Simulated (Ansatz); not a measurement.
## Cu_i (void) in SiC (P6_3mc): charge-transition levels and formation energies

Wanted: the transition levels of a interstitial in SiC (P6_3mc), from a cell of 108 host atoms with 1 Cu put in.

Main program and level: Ansatz 0.2.0; place-levels on r2SCAN runs: charge-transition levels and formation energies with image-charge correction and potential alignment at the atomic sites; PAW set soft_1.

**What experiment says.**

For SiC, 6H (bulk crystal, literature), “Charge spill-out and work function of few-layer graphene on SiC(0001)” (2018, arxiv:1806.04908) quotes earlier work: band gap (indirect gap, experimental literature value) 3.03 eV [Literature value cited in passing in the theory part; temperature and measurement method …].

Report form: the programs' logs are mostly left out.

## (1) Set-up

The cell holds 109 atoms: 54 Si, 54 C and 1 Cu. Its edges and angles: a = 9.236 Å, b = 9.236 Å, c = 15.108 Å, α = 90.0°, β = 90.0°, γ = 120.0°. It derives from SiC (space group P6_3mc). Nearest the centre at fractional (0.111, 0.222, 0.437): Cu109 at 0.00 Å, Si5 at 2.01 Å, Si53 at 2.01 Å, Si17 at 2.01 Å, C8 at 2.01 Å, C56 at 2.01 Å, C20 at 2.01 Å, Si74 at 2.37 Å.

Known beforehand: the electronic dielectric constant, (7.09, 7.09, 7.35), and the static one, (10.43, 10.43, 10.95), computed on the host (DFPT, PBEsol, on the r2SCAN cell), and a cell off the functional's own equilibrium shifts the ionic part.

The cell's shortest repeat is 9.2 Å.

## (2) The runs of each charge state

A transition level is the Fermi level at which two charge states cost the same, so each charge needs its own total energy, at its own relaxed structure.

Random displacements of about 0.05 Å break the site symmetry at the start, so that the relaxation can reach a distorted minimum if there is one. Forces are taken at one point at (¼, ¼, ¼). The cell holds 1 electron fewer than the neutral one, with a uniform background that keeps it neutral on the whole.

The sampling was tested on the host first: at the k-points planned (1x1x1 shifted 0.25 0.25 0.25) its energy lies -0.041 eV an atom from the dense-mesh value, a large miss, so this sampling is coarse for the host.

One state's input; the others differ in charge, spin, start and seed, and in occupations where the table says so.

The input, qp1.relax/input.yaml:

```yaml
crystal:
  lattice:
    - [9.23599493, 0.0, 0.0]
    - [-4.61799746, 7.99860624, 0.0]
    - [0.0, 0.0, 15.1078644]
  atoms:
    - { symbol: Si, position: [0.11111111, 0.22222222, 0.8329854] }
    - { symbol: Si, position: [0.22222222, 0.11111111, 0.3329854] }
[... 2 atom lines left out ...]
    - { symbol: Si, position: [0.0, 0.0, 0.49972248] }
[... 2 atom lines left out ...]
    - { symbol: C, position: [0.0, 0.0, 0.37436694] }
[... 2 atom lines left out ...]
    - { symbol: C, position: [0.22222222, 0.11111111, 0.54152848] }
[... 2 atom lines left out ...]
    - { symbol: Si, position: [0.22222222, 0.44444444, 0.3329854] }
[... 2 atom lines left out ...]
    - { symbol: Si, position: [0.0, 0.33333333, 0.49972248] }
[... 2 atom lines left out ...]
    - { symbol: C, position: [0.0, 0.33333333, 0.37436694] }
[... 2 atom lines left out ...]
    - { symbol: C, position: [0.22222222, 0.44444444, 0.54152848] }
[... 17 atom lines left out ...]
    - { symbol: Si, position: [0.33333333, 0.0, 0.49972248] }
[... 2 atom lines left out ...]
    - { symbol: C, position: [0.33333333, 0.0, 0.37436694] }
[... 8 atom lines left out ...]
    - { symbol: Si, position: [0.33333333, 0.33333333, 0.49972248] }
[... 2 atom lines left out ...]
    - { symbol: C, position: [0.33333333, 0.33333333, 0.37436694] }
[... 8 atom lines left out ...]
    - { symbol: Si, position: [0.33333333, 0.66666667, 0.49972248] }
[... 2 atom lines left out ...]
    - { symbol: C, position: [0.33333333, 0.66666667, 0.37436694] }
[... 5 atom lines left out ...]
    - { symbol: Si, position: [0.88888889, 0.11111111, 0.3329854] }
[... 2 atom lines left out ...]
    - { symbol: Si, position: [0.66666667, 0.0, 0.49972248] }
[... 2 atom lines left out ...]
    - { symbol: C, position: [0.66666667, 0.0, 0.37436694] }
[... 2 atom lines left out ...]
    - { symbol: C, position: [0.88888889, 0.11111111, 0.54152848] }
[... 14 atom lines left out ...]
    - { symbol: Si, position: [0.88888889, 0.77777778, 0.3329854] }
[... 10 atom lines left out ...]
    - { symbol: Cu, position: [0.111111, 0.222222, 0.437048] }
  host:
    repeats: [3, 3, 1]
    atoms:
      - { symbol: Si, position: [0.33333333, 0.66666667, 0.8329854] }
      - { symbol: Si, position: [0.66666667, 0.33333333, 0.3329854] }
      # ... 10 more atoms of the perfect host
total_charge: 1
basis:
  ecutwfc: 500
  xc_grid: 2
hamiltonian:
  xc: r2scan
  pseudopotentials: { kind: paw, azcp: { folder: soft_1 } }
kpoints:
  mp_grid: { grid: [1, 1, 1], shift: [0.25, 0.25, 0.25] }
scf:
  occupations: { method: fixed }
  max_iter: 60
output:
  forces: true
  charged_corrections:
    epsilon: [7.09, 7.09, 7.35]
    static_epsilon: [10.43, 10.43, 10.95]
    defect_position: [0.111111, 0.222222, 0.437048]
relax:
  f_tol: 0.02
  max_steps: 80
  random_displacement: { amplitude: 0.05, seed: 646 }
checkpoint:
  write: "../qp1.relax.run"
  compress: false
  write_wavefunctions: true
  write_every: 100000
```

Command:

```
> ansatz run input.yaml --threads 4 --pin off --max-ram 15073MiB --backend cpu --events-out ev --progress --plain --runs-dir out
```

Defect states can disperse in a cell of this size, so the energy is taken again at a 2×2×2 shifted mesh, on the relaxed structure.

The run of this state that the levels use, under r2SCAN:

The input, qp1.point/input.yaml:

```yaml
crystal:
  checkpoint: "../qp1.relax.run"
  host: checkpoint
total_charge: 1
basis:
  ecutwfc: 500
  xc_grid: 2
hamiltonian:
  xc: r2scan
  pseudopotentials: { kind: paw, azcp: { folder: soft_1 } }
kpoints:
  mp_grid: { grid: [2, 2, 2], shift: [0.5, 0.5, 0.5] }
scf:
  occupations: { method: fermi_dirac, width: 0.01 }
  max_iter: 60
output:
  forces: true
  eigenvalues: true
  charged_corrections:
    epsilon: [7.09, 7.09, 7.35]
    static_epsilon: [10.43, 10.43, 10.95]
    defect_position: [0.111111, 0.222222, 0.437048]
  eigenstates: { localisation: true }
  populations: true
  band_densities: [{ bands: [v1, v1] }, { bands: [c1, c1] }]
  write_density: true
  write_potential: true
  volumetric_format: npy
checkpoint:
  read: "../qp1.relax.run"
  write: "../qp1.point.run"
  compress: false
  write_wavefunctions: false
  write_every: 100000
```

Relaxations under r2SCAN at one point at (¼, ¼, ¼); times on 4 threads of Arm Neoverse V1, shared host:

| charge | moment (μB) | occupations | outcome | steps | largest displacement against the far atoms (Å) | time |
| --- | --- | --- | --- | --- | --- | --- |
| 0 | 1 | fixed | converged | 7 | 0.42 | 9.5 min |
| +1 | 0 | fixed | converged | 10 | 0.35 | 5.2 min |
| +2 | 1 | fixed | converged | 8 | 0.34 | 11 min |

Single points under r2SCAN at a 2×2×2 shifted mesh; times on 4 threads of Arm Neoverse V1, shared host:

| charge | moment (μB) | occupations | outcome | time |
| --- | --- | --- | --- | --- |
| 0 | 1 | fermi-dirac | converged | 8.8 min |
| +1 | 0 | fermi-dirac | converged | 3.7 min |
| +2 | 1 | fermi-dirac | converged | 12 min |

Distances (Å) from Cu109 to the nearest atoms after relaxation with r2SCAN:

| charge | moment (μB) | 1. | 2. | 3. | 4. | 5. | 6. |
| --- | --- | --- | --- | --- | --- | --- | --- |
| 0 | 1 | C 1.94 | C 1.94 | C 1.94 | Si 2.24 | Si 2.25 | Si 2.25 |
| +1 | 0 | C 1.95 | C 1.95 | C 1.95 | Si 2.27 | Si 2.28 | Si 2.28 |
| +2 | 1 | C 1.95 | C 1.95 | C 1.95 | Si 2.29 | Si 2.29 | Si 2.29 |

## (3) Levels against the band edges, r2SCAN

A charged cell interacts with its images and the background, and its potential has another zero than the host's. place-levels removes the first by a point-charge model, screened by the static dielectric constant since the ions have relaxed around the charge, and the second by comparing potentials at atoms far from the defect.

The host is a run of the defect-free crystal in the same cutoffs, grids and k-points, so that basis and sampling errors cancel in part in the differences. The host is run in a cell of 12 atoms on a matching mesh. Its band edges are searched through the zone by a band path, so the gap is smaller than, or equal to, that on the mesh. Chemical potentials are energies per atom of Cu (fcc), run with the same functional and cutoff.

The input, levels.point.yaml:

```yaml
host:
  run: host.point.run
states: [q0_M1.point.run, qp1.point.run, qp2_M1.point.run]
geometry_from:
  q0_M1.point.run: q0_M1.relax.run
  qp1.point.run: qp1.relax.run
  qp2_M1.point.run: qp2_M1.relax.run
  host.point.run: host.relax.run
chemical_potentials:
  Cu:
    energy: -6631.253193
    dataset: "<sha256 of the dataset>"
epsilon: [7.09, 7.09, 7.35]
static_epsilon: [10.43, 10.43, 10.95]
vertical:
  - { from: qp1.point.run, to: qp1.point_neutral.run }
  - { from: qp2_M1.point.run, to: qp2_M1.point_neutral.run }
```

Command:

```
> ansatz place-levels levels.point.yaml -- --threads 4 --pin off --max-ram 15073MiB
```

Elapsed: 0.45 s, on 4 threads of Arm Neoverse V1, shared host.

Levels between the charges placed, in eV above the valence top:

|  | gap (eV) | (+2/+1) | (+1/0) |
| --- | --- | --- | --- |
| r2SCAN | 2.37 | 0.00 | 2.40 |

Corrections by state:

| charge | moment (μB) | image terms and alignment (eV) | band filling (eV) | ε used | over the lowest of its charge, as the program ranks them, band filling apart (eV) |
| --- | --- | --- | --- | --- | --- |
| +2 | 1.0 | 0.898 | -0.432 | principal values (10.43, 10.43, 10.95) | 0.000 |
| +1 | 0.0 | 0.371 | - | principal values (10.43, 10.43, 10.95) | 0.000 |
| 0 | 1.0 | -0.003 | - | - | 0.000 |

The charged structures listed were also run neutral, and place-levels reads from each pair, by the potential or the spins, how wide the charge is by which they differ; that can be the carrier of either run.

| charge | rms radius (Å) | spread where it is widest against the cell (Å) | wide from (Å) | reading |
| --- | --- | --- | --- | --- |
| +2 | 6.5 | 2.95 | 1.39 | wide |
| +1 | 5.5 | 2.79 | 1.39 | wide |

The neutral runs of these pairs need not share the spin of the lowest neutral state, and very wide values only mean spread over the cell.

From the program's caveats on the states, each cut to its opening words:

- charge +2 (1 μB): it parts from the run at its places by a charge that spreads by about 2.9 Å along one vector (1.4 Å or more is wide), by its potential at epsilon [7.09, 7.09, [...]
- charge +2 (1 μB): a band-filling correction moves a carrier to the host's band edge, which changes its energy by -0.432 eV
- charge +2 (1 μB): its alignment with the host at atomic sites is doubtful: the mean over the far sites moves by +0.1143 eV from their farther parts to their nearer, more than [...]
- charge +2 (1 μB): its sublattices stand up to 0.0271 Å off the host's, which by the two runs' forces adds about +0.01 eV to its energy against the host's, and moves the band [...]
- charge +2 (1 μB): its moments are held at its close (magnetization.spin_locking), by a field of 0.060 eV a Bohr magneton, and its energy and levels are of the state that this [...]
- charge +2 (1 μB), 0 (1 μB): flagged: stability check not made
- charge +1: how wide its charge is, is not read beside other atoms or cores, and a band state would take no correction
- charge 0 (1 μB): its alignment with the host at atomic sites is doubtful: the mean over the far sites moves by -0.0687 eV from their farther parts to their nearer, more than [...]
- charge 0 (1 μB): its sublattices stand up to 0.0269 Å off the host's, which by the two runs' forces adds about +0.02 eV to its energy against the host's, and moves the band [...]

The host's formation energy from the elements is -0.356 eV per atom; it sets how far the chemical potentials can move.

Limit set by the element alone; other compounds of these elements are not counted. Chemical potentials from the elements' reference states: C 0.00 eV, Si -0.71 eV, Cu 0.00 eV. Formation energy by charge state (C-rich; gap 2.37 eV):

| charge | at valence top (eV) | at conduction bottom (eV) | correction included (eV) |
| --- | --- | --- | --- |
| +2 | 4.07 | 8.80 | 0.47 |
| +1 | 4.07 | 6.43 | 0.37 |
| 0 | 6.46 | 6.46 | 0.00 |

Fermi level (eV), lowest formation energy (eV) and a bar from the least value:
```
     0.00       4.07 
     0.22       4.28 ###
     0.43       4.50 #####
     0.65       4.71 ########
     0.86       4.93 ###########
     1.08       5.14 ##############
     1.29       5.36 ################
     1.51       5.57 ###################
     1.72       5.79 ######################
     1.94       6.00 #########################
     2.15       6.22 ###########################
     2.37       6.43 ##############################
```

Limit set by the element alone; other compounds of these elements are not counted. Chemical potentials from the elements' reference states: Si 0.00 eV, C -0.71 eV, Cu 0.00 eV. Formation energies (Si-rich), with the Fermi level at the valence top and at the conduction bottom (gap 2.37 eV):

| charge | at valence top (eV) | at conduction bottom (eV) | correction included (eV) |
| --- | --- | --- | --- |
| +2 | 4.07 | 8.80 | 0.47 |
| +1 | 4.07 | 6.43 | 0.37 |
| 0 | 6.46 | 6.46 | 0.00 |

```json
{"Fermi level (eV)": "0.00", "lowest formation energy (eV)": "4.07"}
{"Fermi level (eV)": "0.22", "lowest formation energy (eV)": "4.28"}
{"Fermi level (eV)": "0.43", "lowest formation energy (eV)": "4.50"}
{"Fermi level (eV)": "0.65", "lowest formation energy (eV)": "4.71"}
{"Fermi level (eV)": "0.86", "lowest formation energy (eV)": "4.93"}
{"Fermi level (eV)": "1.08", "lowest formation energy (eV)": "5.14"}
{"Fermi level (eV)": "1.29", "lowest formation energy (eV)": "5.36"}
{"Fermi level (eV)": "1.51", "lowest formation energy (eV)": "5.57"}
{"Fermi level (eV)": "1.72", "lowest formation energy (eV)": "5.79"}
{"Fermi level (eV)": "1.94", "lowest formation energy (eV)": "6.00"}
{"Fermi level (eV)": "2.15", "lowest formation energy (eV)": "6.22"}
{"Fermi level (eV)": "2.37", "lowest formation energy (eV)": "6.43"}
```

## (4) Effect of the sampling

The relaxations' own energies give the levels at their sampling, for comparison.

The input, levels.relax_mesh.yaml:

```yaml
host:
  run: host.relax.run
states: [q0_M1.relax.run, qp1.relax.run, qp2_M1.relax.run]
chemical_potentials:
  Cu:
    energy: -6631.253193
    dataset: "<sha256 of the dataset>"
```

Command:

```
> ansatz place-levels levels.relax_mesh.yaml -- --threads 4 --pin off --max-ram 15073MiB
```

Run time: 0.13 s. Hardware: 4 threads.

Levels between neighbouring charges, in eV above the valence top:

|  | gap (eV) | (+2/+1) | (+1/0) |
| --- | --- | --- | --- |
| one point at (¼, ¼, ¼) | 2.38 | -0.02 | 2.42 |
| a 2×2×2 shifted mesh | 2.37 | 0.00 | 2.40 |

Going from one point at (¼, ¼, ¼) to a 2×2×2 shifted mesh moves the levels that carry no band-filling term by up to 0.03 eV and formation energies against the elements by up to 0.01 eV; band-filling terms, which differ between samplings, are in these energies.

## (5) Outcome

```json
{
 "gap of the host": "2.37 eV (r2SCAN)",
 "level (plus 2/plus 1)": "0.00 eV above the valence top (-0.43 eV above the valence top without the band-filling term)",
 "level (plus 1/0)": "2.40 eV above the valence top, past the conduction bottom",
 "lowest of the charges placed, just above the valence top (0.02 eV)": "+1",
 "lowest of the charges placed, just below the conduction bottom (0.02 eV)": "+1",
 "lowest formation energy at mid-gap of the charges run, C-rich": "5.25 eV",
 "lowest formation energy at mid-gap of the charges run, Si-rich": "5.25 eV"
}
```

In words: Of the charges placed (0, +1 and +2), +1 is the lowest from 0.02 eV above the valence top to 0.02 eV below the conduction bottom, a gap of 2.37 eV. (+1/0) lies 0.03 eV from a band edge, less than the doubt on such levels. Charges below 0 were not placed, so these runs say nothing of levels that involve them. States placed: +2 at 1 μB; +1 at 0 μB; 0 at 1 μB. Other spin states or structures, where not listed, weren't placed. The program finds carriers beyond a band edge of the host and adds a band-filling term at charge +2 (-0.43 eV); steps to such a charge show no bound level, and a defect level inside a band would be read the same way. Cu is taken at its element; compounds, which aren't counted here, bound the chemical potentials and would shift these formation energies. Going from one point at (¼, ¼, ¼) to a 2×2×2 shifted mesh moves the levels that carry no band-filling term by up to 0.03 eV and formation energies against the elements by up to 0.01 eV; band-filling terms, which differ between samplings, are in these energies. The program doubts the alignment of potentials for at least one state, a sign that the cell is small. What this leaves open: r2SCAN makes the gap too small and tends to spread out bound carriers; force components of up to 0.21 eV/Å remain in a run at the final settings.

Calculation against experiment:

| quantity | measured | r2SCAN |
| --- | --- | --- |
| band gap (least gap of the host) (eV) | 3.03 | 2.37 (-0.66 eV) |

Measured values from arxiv:1806.04908 (2018).

**Verdict.** The band gap is off by -0.66 eV: a clear miss. Local and semilocal functionals usually give gaps below the measured ones. Zero-point and thermal motion shift the measured gap.

[Logs are printed without paths, hosts, clocks, repeated set-up lines and the standing remarks that a program may print on its own settings, such as how far it seeks lower states.]

[Hosts, paths, dates, database ids (printed as entryN), source tags and the programs' standing remarks are cut or masked in the printed files.]

[Where a table of states has a column of steps, it counts the stored structures, which are thinned; the runs took as many ionic steps or more.]

[A defect's name tells the site on which it was built; relaxed atoms can leave that site.]

[For some hosts the program warned that the k-mesh of the response run may be too coarse for force constants and the static dielectric constant; such warnings are not shown here.]
